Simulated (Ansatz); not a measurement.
# Direct or indirect: KBr (Fm-3m)

```
Br K
1.0
     0.00000    3.30000    3.30000
     3.30000    0.00000    3.30000
     3.30000    3.30000    0.00000
Br K
1 1
Direct
  0.50000 0.50000 0.50000
  0.00000 0.00000 0.00000
```

Method: Ansatz, PBE, independent particles, without spin-orbit coupling, line width 0.15 eV (Gaussian). The band structure gives a fundamental gap of 4.44 eV. The spectrum of vertical transitions near the edge:

```json
{"E (eV)": "3.96", "Im ε, E ∥ xyz": "0.00"}
{"E (eV)": "4.08", "Im ε, E ∥ xyz": "0.00"}
{"E (eV)": "4.20", "Im ε, E ∥ xyz": "0.00"}
{"E (eV)": "4.32", "Im ε, E ∥ xyz": "0.03"}
{"E (eV)": "4.44", "Im ε, E ∥ xyz": "0.12"}
{"E (eV)": "4.56", "Im ε, E ∥ xyz": "0.27"}
{"E (eV)": "4.68", "Im ε, E ∥ xyz": "0.40"}
{"E (eV)": "4.80", "Im ε, E ∥ xyz": "0.49"}
{"E (eV)": "4.92", "Im ε, E ∥ xyz": "0.56"}
{"E (eV)": "5.04", "Im ε, E ∥ xyz": "0.63"}
{"E (eV)": "5.16", "Im ε, E ∥ xyz": "0.69"}
{"E (eV)": "5.28", "Im ε, E ∥ xyz": "0.74"}
{"E (eV)": "5.40", "Im ε, E ∥ xyz": "0.80"}
{"E (eV)": "5.52", "Im ε, E ∥ xyz": "0.85"}
{"E (eV)": "5.64", "Im ε, E ∥ xyz": "0.91"}
```

Task: Is the gap direct or indirect, and about where do vertical transitions set in?

Result: Direct: the band path has its least direct gap at the fundamental one, 4.44 eV, and the curves rise from there. Lines are broadened by 0.15 eV, which spreads the edge.

[Logs are printed without paths, hosts, clocks, repeated set-up lines and the standing remarks that a program may print on its own settings, such as how far it seeks lower states.]
